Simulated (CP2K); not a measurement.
Consider 5-ethynylpyrimidine at its PBE geometry (Å).

```xyz
12

C     3.0327    0.0897   -0.2329
C     1.8224    0.0430   -0.1378
C     0.4060    0.0030   -0.0281
C    -0.3458    1.1346    0.3487
N    -1.6800    1.1142    0.4526
C    -2.2745   -0.0585    0.1740
N    -1.6753   -1.2028   -0.1955
C    -0.3406   -1.1637   -0.2928
H     4.0985    0.1296   -0.3182
H     0.1557    2.0799    0.5679
H    -3.3633   -0.0843    0.2558
H     0.1640   -2.0846   -0.5937
```

Method: CP2K XAS_TDP, all-electron GAPW, PBEh(45%), aug-cc-pVDZ, TDA, no relativity.

**Question.** Predict the bright core excitations at the C K edge.

Leading lines: C1 281.49 eV, C2 281.80 eV, C3 281.84 eV, C4 281.43 eV and C6 281.85 eV. The leading line of an atom is its first one with 35 % of the strongest within 2.5 eV of its lowest line over the strength cut. 

The first six lines of each atom with a strength over 0.0015:

| atom | energy (eV) | states | strength, one atom |
| --- | --- | --- | --- |
| C1 (bonded to C and H) | 281.49 | 1 | 0.0419 |
|  | 282.09 | 1 | 0.0498 |
|  | 284.64 | 1 | 0.0057 |
|  | 285.25 | 1 | 0.0058 |
|  | 285.63 | 1 | 0.0031 |
|  | 285.74 | 1 | 0.0035 |
| C2 (bonded to 2 C) | 281.80 | 1 | 0.0300 |
|  | 282.21 | 1 | 0.0511 |
|  | 284.71 | 1 | 0.0268 |
|  | 288.18 | 1 | 0.0035 |
|  | 288.29 | 1 | 0.0038 |
|  | 288.46 | 1 | 0.0025 |
| C3 (bonded to 3 C) | 281.84 | 1 | 0.0428 |
|  | 285.90 | 1 | 0.0026 |
|  | 286.41 | 1 | 0.0096 |
|  | 286.99 | 1 | 0.0028 |
|  | 287.14 | 1 | 0.0035 |
|  | 288.27 | 2 | 0.0158 |
| C4 (bonded to C, N and H), 2 alike | 281.43 | 1 | 0.0598 |
|  | 286.05 | 1 | 0.0134 |
|  | 286.75 | 1 | 0.0036 |
|  | 287.05 | 1 | 0.0049 |
|  | 287.60 | 1 | 0.0036 |
|  | 287.72 | 2 | 0.0022 |
| C6 (bonded to 2 N and H) | 281.85 | 1 | 0.0604 |
|  | 286.43 | 1 | 0.0128 |
|  | 287.29 | 1 | 0.0035 |
|  | 287.54 | 1 | 0.0026 |
|  | 287.90 | 1 | 0.0070 |
|  | 289.13 | 1 | 0.0117 |

Lines are vertical, at one geometry, with no vibrational structure. Without a correction of the core level, line positions, and the gaps between valence and Rydberg lines, follow the share of exact exchange. At this level such K lines come out 3 to 6 eV under measured ones. These values hold no scalar relativity, about 0.1 eV for C 1s. Rydberg lines, and the discretised continuum above threshold, depend on the basis and the box.

[Banner, clock and machine lines of the logs are left out without a mark of their own.]

[Logs are printed without paths, hosts, clocks, repeated set-up lines and the standing remarks that a program may print on its own settings, such as how far it seeks lower states.]

[Hosts, paths, dates, database ids (printed as entryN), source tags and the programs' standing remarks are cut or masked in the printed files.]
